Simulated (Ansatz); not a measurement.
# Mo(100) with 4 thermally displaced layers, 2x2: scattering by thermal displacements

How much do lattice vibrations at 500 K scatter the electrons of Mo? Layers with random displacements are laid between perfect leads, and the resistance is followed against their length. The measured value for the pure metal at this temperature is 10.6 µΩ cm (CRC Handbook of Chemistry and Physics, 84th ed., 2003, Electrical Resistivity of Pure Metals).

Method: Ansatz plane-wave DFT, PBE, PAW files; ballistic transport by layer matching (Landauer), zero bias; PAW set soft_1, in Ansatz 0.2.0.

## (1) The starting structure

The cell holds 56 atoms: 56 Mo. Cell: a = 6.294 Å, b = 6.294 Å, c = 22.029 Å, α = 90.0°, β = 90.0°, γ = 90.0°. It derives from Mo. Regions: lead, 40 atoms (40 Mo); scattering region, 16 atoms (16 Mo). The structure is stacked along c, and the current runs across the ab planes.

## (2) With 4 displaced layers

Each atom of 4 layers is moved at random, by amounts drawn from a normal law 0.0619 Å wide in each direction from the Debye model (450 K) at 500 K. The layers about the cell's end stay perfect and serve as the lead. Disorder leaves little or no symmetry, which makes such runs dear. Energies from -0.05 to 0.05 eV in steps of 0.05 eV are too few for the program's thermal sum, so it prints no conductance; for a metal the transmission near the Fermi level serves, at a fraction of the cost.

Input file input.yaml:

```yaml
crystal:
  lattice:
    - [6.294, 0.0, 0.0]
    - [0.0, 6.294, 0.0]
    - [0.0, 0.0, 22.029]
  atoms:
    - { symbol: Mo, position: [0.0, 0.0, 0.0357142857] }
    - { symbol: Mo, position: [0.0, 0.5, 0.0357142857] }
    - { symbol: Mo, position: [0.5, 0.0, 0.0357142857] }
    - { symbol: Mo, position: [0.5, 0.5, 0.0357142857] }
    - { symbol: Mo, position: [0.25, 0.25, 0.1071428571] }
    - { symbol: Mo, position: [0.25, 0.75, 0.1071428571] }
    - { symbol: Mo, position: [0.75, 0.25, 0.1071428571] }
    - { symbol: Mo, position: [0.75, 0.75, 0.1071428571] }
    - { symbol: Mo, position: [0.0, 0.0, 0.1785714286] }
    - { symbol: Mo, position: [0.0, 0.5, 0.1785714286] }
    - { symbol: Mo, position: [0.5, 0.0, 0.1785714286] }
    - { symbol: Mo, position: [0.5, 0.5, 0.1785714286] }
    - { symbol: Mo, position: [0.25, 0.25, 0.25] }
    - { symbol: Mo, position: [0.25, 0.75, 0.25] }
    - { symbol: Mo, position: [0.75, 0.25, 0.25] }
    - { symbol: Mo, position: [0.75, 0.75, 0.25] }
    - { symbol: Mo, position: [0.0, 0.0, 0.3214285714] }
    - { symbol: Mo, position: [0.0, 0.5, 0.3214285714] }
    - { symbol: Mo, position: [0.5, 0.0, 0.3214285714] }
    - { symbol: Mo, position: [0.5, 0.5, 0.3214285714] }
    - { symbol: Mo, position: [0.2512360232, 0.2487013092, 0.3946559541] }
    - { symbol: Mo, position: [0.2510312476, 0.7447339646, 0.3938727866] }
    - { symbol: Mo, position: [0.7628193075, 0.2593105228, 0.3908805] }
    - { symbol: Mo, position: [0.7375599491, 0.7438727402, 0.3929732188] }
    - { symbol: Mo, position: [0.9771431875, 0.9978491123, 0.4607862149] }
    - { symbol: Mo, position: [0.9928012576, 0.4946495222, 0.4633972943] }
    - { symbol: Mo, position: [0.5040466398, 0.0102486956, 0.4639246877] }
    - { symbol: Mo, position: [0.5134333703, 0.4934606328, 0.4652730314] }
    - { symbol: Mo, position: [0.2588817958, 0.2509242121, 0.5336259542] }
    - { symbol: Mo, position: [0.2409387418, 0.7455002086, 0.5363327671] }
    - { symbol: Mo, position: [0.740074689, 0.2479436458, 0.5352670565] }
    - { symbol: Mo, position: [0.7553169215, 0.7521102617, 0.5367124522] }
    - { symbol: Mo, position: [0.9935723698, 0.9987257999, 0.6093448778] }
    - { symbol: Mo, position: [0.0146815586, 0.4876224327, 0.6113951476] }
    - { symbol: Mo, position: [0.5132309742, 0.0076808825, 0.6078856569] }
    - { symbol: Mo, position: [0.4969139011, 0.514333447, 0.6126488066] }
    - { symbol: Mo, position: [0.25, 0.25, 0.6785714286] }
    - { symbol: Mo, position: [0.25, 0.75, 0.6785714286] }
    - { symbol: Mo, position: [0.75, 0.25, 0.6785714286] }
    - { symbol: Mo, position: [0.75, 0.75, 0.6785714286] }
    - { symbol: Mo, position: [0.0, 0.0, 0.75] }
    - { symbol: Mo, position: [0.0, 0.5, 0.75] }
    - { symbol: Mo, position: [0.5, 0.0, 0.75] }
    - { symbol: Mo, position: [0.5, 0.5, 0.75] }
    - { symbol: Mo, position: [0.25, 0.25, 0.8214285714] }
    - { symbol: Mo, position: [0.25, 0.75, 0.8214285714] }
    - { symbol: Mo, position: [0.75, 0.25, 0.8214285714] }
    - { symbol: Mo, position: [0.75, 0.75, 0.8214285714] }
    - { symbol: Mo, position: [0.0, 0.0, 0.8928571429] }
    - { symbol: Mo, position: [0.0, 0.5, 0.8928571429] }
    - { symbol: Mo, position: [0.5, 0.0, 0.8928571429] }
    - { symbol: Mo, position: [0.5, 0.5, 0.8928571429] }
    - { symbol: Mo, position: [0.25, 0.25, 0.9642857143] }
    - { symbol: Mo, position: [0.25, 0.75, 0.9642857143] }
    - { symbol: Mo, position: [0.75, 0.25, 0.9642857143] }
    - { symbol: Mo, position: [0.75, 0.75, 0.9642857143] }
kpoints:
  mp_grid: { grid: [4, 4, 1] }
hamiltonian:
  xc: pbe
  pseudopotentials: { kind: paw, azcp: { folder: soft_1 } }
scf:
  occupations: { method: fermi_dirac, width: 0.1 }
output:
  transmission: { leads: [[0, 4]], kmesh: [8, 8], e_range: [-0.05, 0.05], de: 0.05 }
  write_potential: true
  write_density: true
  volumetric_format: npy
  elf: true
```

Launch:

```console
> ansatz run input.yaml --threads 8 --pin off --max-ram 15360MiB --backend cpu --events-out ev --progress --plain --runs-dir out
```

Numbers of over 12 decimals in the logs are rounded to 6 here.

What it wrote:

```text
Engine: ansatz 0.2.0, aarch64-unknown-linux-gnu
Pseudopotentials: kind: paw
Pseudopotential: Mo, paw, valence charge 14, recommended cutoff 420 eV (normal), soft_1/Mo.paw.azcp
Functional definition: PBE
  parameter kappa = 0.804
  parameter beta = 0.066725
  exchange = pbe_x(kappa = kappa, mu = beta*pi^2/3)
  correlation = pbe_c(beta = beta)
Crystal: 56 atoms, lattice volume = 872.666 Å³
Basis set: ecut = 420 eV, 17109 PW (Γ)
Bands: 471, of which v1, the nominal top of the filled ones, is band 392 counted from 1 (391 counted from 0)
Symmetry: 1 space group operations
Space group: P1 (ITA 1), of the structure as read, at distance tolerance 9.6e-5 Å
k-points: 10 of 16 (time reversal used)
Non-local potential: Mo, projectors of the file, l = 0: 3, l = 1: 2, l = 2: 2, l = 3: 1
PAW form: soft (Blöchl's): semilocal exchange-correlation on the pseudo side does not see the compensation charge
PAW one-centre angular grid: Mo, 590 points (default); XC on 64 Gauss nodes
Initial density: superposition of atomic densities (chi_scale 0.1, normalization cell)
Initial wavefunctions: pseudopotential atomic-orbital guess
Functional: x = pbe(κ = 0.804, μ = 0.219515), c = pbe(β = 0.066725)
SCF iter   1: F=—  HF=-277572.695433 eV  |F-HF|=—  |Δ(HF+E_count)|=         —  Δρ=1.06e-1  dr2=9.89e1  ethr=3.10e-3  ⟨swp⟩=4.3  Hψ=17079  notcnv=0
preconditioner: auto → Kerker (q_TF=auto, 2.680 Å⁻¹)  [metal: Δε(μ)=0.020 eV  Ē_g=4.666 eV  σ=0.100 eV  W_gap=0.05  n_scr=286 (ndim 8)  ℏωp=23.0 eV  f_vac=0.000  D(μ)=36.48/eV (n_scr^D=294)]
SCF iter   2: F=—  HF=-277547.290935 eV  |F-HF|=—  |Δ(HF+E_count)|=    2.54e1  Δρ=5.91e-2  dr2=2.88e1  ethr=3.10e-3  ⟨swp⟩=2.0  Hψ=9270  notcnv=0
SCF iter   3: F=—  HF=-277538.291817 eV  |F-HF|=—  |Δ(HF+E_count)|=    9.00e0  Δρ=7.99e-3  dr2=2.28e-1  ethr=3.10e-3  ⟨swp⟩=2.1  Hψ=8566  notcnv=0
SCF iter   4: F=—  HF=-277538.346713 eV  |F-HF|=—  |Δ(HF+E_count)|=   5.49e-2  Δρ=9.35e-4  dr2=7.01e-3  ethr=2.90e-5  ⟨swp⟩=2.9  Hψ=8811  notcnv=0
SCF iter   5: F=—  HF=-277538.346911 eV  |F-HF|=—  |Δ(HF+E_count)|=   1.98e-4  Δρ=1.69e-4  dr2=1.49e-4  ethr=8.94e-7  ⟨swp⟩=2.9  Hψ=10252  notcnv=0
SCF iter   6: F=—  HF=-277538.346939 eV  |F-HF|=—  |Δ(HF+E_count)|=   2.84e-5  Δρ=2.77e-5  dr2=1.01e-5  ethr=1.90e-8  ⟨swp⟩=2.0  Hψ=6139  notcnv=0
SCF iter   7: F=—  HF=-277538.346003 eV  |F-HF|=—  |Δ(HF+E_count)|=   9.36e-4  Δρ=4.62e-6  dr2=6.53e-7  ethr=1.29e-9  ⟨swp⟩=1.1  Hψ=4711  notcnv=0
SCF iter   8: F=-277538.346003 eV  HF=-277538.346003 eV  |F-HF|=2.57e-8  |Δ(HF+E_count)|=   5.76e-9  Δρ=7.81e-7  dr2=2.87e-8  ethr=1.28e-11  ⟨swp⟩=6.7  Hψ=10665  notcnv=0
SCF 1 converged in 8 iterations: F = -277538.346003 eV  dr2 = 2.87e-8
  greatest PAW one-centre occupation: 0.999 electrons in one spin orbital (limit 2), on the Mo atom at site 22 (counted from 0), in its partial waves of l = 0
transmission: 147 of 1462 steps passed
transmission: 294 of 1462 steps passed
[...]
transmission: 1462 of 1462 steps passed
SCF converged after 8 iterations
Free energy (F): -277538.346003 eV
Harris-Foulkes:  -277538.346003 eV  (|F-HF|=2.57e-8)
Internal energy: -277536.925116 eV  (E = F + TS)
E sigma→0 (E₀):  -277537.635559 eV
Entropy (-TS):   -1.420887 eV (-25.373 meV/atom)
Fermi energy:    21.176431 eV
--- Per-component energies (eV) ---
  E_band       = -3032.137414
  E_kinetic    = 23668.262995
  E_local      = -43126.874061  (includes V_loc(G=0)·N_el)
  E_nonlocal   = 8294.799950
  E_hartree    = 14701.304659
  E_xc         = -9882.341831
  E_vxc        = -12321.984789  (∫ρ·V_xc dr)
  E_paw        = -179862.892407  (= ΣΔE_a)
  E_vpaw       = -8948.946957  (= ΣTr[D̂ρ^β])
  E_aug_tail   = 0.002656  (compensation charges beyond the density's cutoff)
  E_ewald      = -91329.187077
  E_smearing   = -1.420887  (= −TS)
  E_closure    = -0.000000  (closes the sum)
  Σ components = -277538.346003   (vs F -277538.346003, Δ=0.00e0)
--- Band table (eV; the first three rows and the last of 10) ---
  k-point 0: bands = [... 388 lower, 21.1012, 21.1268, 21.1573, 21.1715, 21.1962, 21.2092, 21.2414, 21.2656, ... 75 higher]
  k-point 1: bands = [... 388 lower, 21.1482, 21.1681, 21.1809, 21.2186, 21.2403, 21.2692, 21.2812, 21.3011, ... 75 higher]
  k-point 2: bands = [... 388 lower, 21.1537, 21.1592, 21.2463, 21.2697, 21.2968, 21.3102, 21.3272, 21.3424, ... 75 higher]
  k-point 9: bands = [... 388 lower, 20.3527, 20.3615, 20.4197, 20.4408, 21.4201, 21.4286, 21.4447, 21.4791, ... 75 higher]
--- Transmission ---
  basis      : 349 plane waves across, 43 finite elements along
  points     : 34, standing for a mesh of 8 x 8
  energies   : 3 from -0.050000 to 0.050000 eV about the Fermi level, 0.050000 eV apart; the leads are filled to 0.000000 eV, and channels, transmission and decay are at 0.000000 eV
  crystal 0  : Mo4, at the sites [0, 4], period 1.5735 Å, over 15.73 Å; its Hamiltonian steps by up to 2.8 meV
    offset         : up to 0.0000 Å between an atom of the period and one for which it stands
    channels       : 6.781250e0 a spin
    conductance    : none, the energies end too early or step too widely for 300 K: set another output.transmission.e_range or a lower de, or, where they end at an eighth of basis.ecutwfc, a higher one
    slowest decay  : 0.0507 /Å at (0.5000, 0.3750)
  junction   : crystal 0 to crystal 0, 0.70 to 21.15 Å
    transmission   : 5.938899e0 a spin
    conductance    : none, the energies end too early or step too widely for 300 K: set another output.transmission.e_range or a lower de, or, where they end at an eighth of basis.ecutwfc, a higher one
```

The job ended after 15 min (8 threads of Arm Neoverse N1, shared host; peak memory 9.1 GiB).

Reading the cycles: dr2 is the Hartree energy of the density residual (eV), the measure of convergence; HF is the Harris–Foulkes estimate of the energy, which meets the free energy F at convergence.

Numbers from this step:

```
free energy                                    : -277538.3460 eV
energy at zero smearing                        : -277537.6356 eV
Fermi energy                                   : 21.18 eV
cell area                                      : 39.61 Å²
transmission per spin nearest the Fermi level  : 5.939
open channels per spin nearest the Fermi level : 6.781
step of the lead's potential                   : 2.8 meV
```

Per spin. Table of transmission, zone mean by energy, zero at the Fermi level:

```
energy (eV)  transmission, zone mean
    -0.0500                     5.83
     0.0000                     5.94
     0.0500                     6.07
```

Per spin. Open channels, zone mean, lead against energy, zero at the Fermi level:

```
energy (eV)  open channels, zone mean, lead
    -0.0500                            6.59
     0.0000                            6.78
     0.0500                            6.84
```

Transmission over k1 and k2. At 0.0000 eV from the Fermi level.

Ten even steps from '0' (0.0) to '9' (12.9):
```
00135310
21379731
33799973
25999995
33799973
21379731
00135310
00232320
```
Columns: k1 (b1) from -0.5 to 0.375; rows upwards: k2 (b2) from -0.5 to 0.375.

Open channels over k1 and k2. At 0.0000 eV from the Fermi level.

Ten even steps from '_' (0.0) to '@' (15.0):
```
____..--==--..__
::..==%%@@%%==..
::--%%@@@@@@%%--
::==@@@@@@@@@@==
::--%%@@@@@@%%--
::..==%%@@%%==..
____..--==--..__
____::::::::::__
```
Columns: k1 (b1) from -0.5 to 0.375; rows upwards: k2 (b2) from -0.5 to 0.375.

Electrostatic potential energy in the ca plane at fractional y = 0.000, with atoms of Mo within 0.2 Å of it. With pseudopotentials it is smooth inside the atoms' cores, unlike the true potential.

Ten even steps from '0' (-56 eV) to '9' (22 eV), each cell a mean:
```
72003799952014899730016999830026999620047998
86446899985347999852247999963358999853469999
98889999998889999987679999998789999988899999
99999999999999999999999999999999999999999999
99999999999999999999999999999999999999999999
98888999998789999998789999987789999988899999
85346899985347999964347999853248999853469999
62003799951014899841015999730026999620037998
62002799851003899830015899730026999610037998
74124899973125899862237999853248999731258999
97668999987668999987679999987789999976689999
99999999999999999999999999999999999999999999
99999999999999999999999999999999999999999999
99999999999999999999999999999999999999999999
97667999987568999987789999986679999976689999
74124899963125899863358999852247999731258999
62002799851003899730026999730015999610037998
```
Columns run along c (16.0 Å, from fractional 0.14 to 0.86 of the cell; values clipped at the 3rd and 97th percentile), rows up along a (6.3 Å). Atoms in or near the plane, at fractional coordinates: Mo at (0.18, 0.00), Mo at (0.18, 0.50), Mo at (0.32, 0.00), Mo at (0.32, 0.50), Mo at (0.46, 0.98), Mo at (0.46, 0.50), Mo at (0.61, 0.99), Mo at (0.61, 0.51), Mo at (0.75, 0.00), Mo at (0.75, 0.50).

ELF in the ca plane at fractional y = 0.000, with atoms of Mo within 0.2 Å of it. It is the smooth field of the valence electrons, not physical close to the nuclei.

Ten even steps from '0' (0.17) to '9' (0.70), each cell a mean:
```
29888113049797121187693031088794031398981230
15774135226773143169982243148862252257741452
21001345421001355222222454311112454210013554
53224544453224444431124434542235444432245445
53224544443124444542135444531135444431245445
21011345421011344311112454312212454210113554
15775135226773144147872243158872252267741442
29888113049797022079794031188793030398981230
39669112059587022078595021197793030495781120
28997124139995133159993143169972241289961341
12332245312331255212321354212212453123322453
42002444431013444430013444421024444420124444
54334543454235543553345434543345434543355435
42002444431012444431124444420014544310024444
12332245313432255211111454213322453124322453
28997124139995133158871142169982141289961241
39669112059487021188793031087694030495781120
```
Columns run along c (16.0 Å, from fractional 0.14 to 0.86 of the cell), rows up along a (6.3 Å). Atoms in or near the plane, at fractional coordinates: Mo at (0.18, 0.00), Mo at (0.18, 0.50), Mo at (0.32, 0.00), Mo at (0.32, 0.50), Mo at (0.46, 0.98), Mo at (0.46, 0.50), Mo at (0.61, 0.99), Mo at (0.61, 0.51), Mo at (0.75, 0.00), Mo at (0.75, 0.50).

Valence density in the ca plane at fractional y = 0.000, with atoms of Mo within 0.2 Å of it. It is the smooth field of the valence electrons, not physical close to the nuclei.

Ten even steps from '0' (0.2 e/Å³) to '9' (7.0 e/Å³), each cell a mean:
```
15884000016973000049961000038961000159830000
01331000002431000025630000013420000023310000
00000000000000000001100000000000000000000000
00000000000000000000000000000000000000000000
00000000000000000000000000000000000000000000
00000000000000000000000000000100000000000000
02331000002431000013420000024520000024310000
15884000016973000037961000049961000159830000
16995000027983000038972000049961000169940000
03663000014652000015641000024520000136620000
00110000001110000001100000000100000001100000
00000000000000000000000000000000000000000000
00000000000000000000000000000000000000000000
00000000000000000000000000000000000000000000
00110000001110000000000000001100000011100000
03663000014752000014420000025630000146620000
16995000027983000048961000049961000169940000
```
Columns run along c (16.0 Å, from fractional 0.14 to 0.86 of the cell), rows up along a (6.3 Å). Atoms in or near the plane, at fractional coordinates: Mo at (0.18, 0.00), Mo at (0.18, 0.50), Mo at (0.32, 0.00), Mo at (0.32, 0.50), Mo at (0.46, 0.98), Mo at (0.46, 0.50), Mo at (0.61, 0.99), Mo at (0.61, 0.51), Mo at (0.75, 0.00), Mo at (0.75, 0.50).

Over the solved energies the transmission per spin lies between 5.83 and 6.07, out of 6.74 channels of the lead on average (up to 6.84).

(Part 1 of 2 ends here.)

[Logs are printed without paths, hosts, clocks, repeated set-up lines and the standing remarks that a program may print on its own settings, such as how far it seeks lower states.]

[Hosts, paths, dates, database ids (printed as entryN), source tags and the programs' standing remarks are cut or masked in the printed files.]
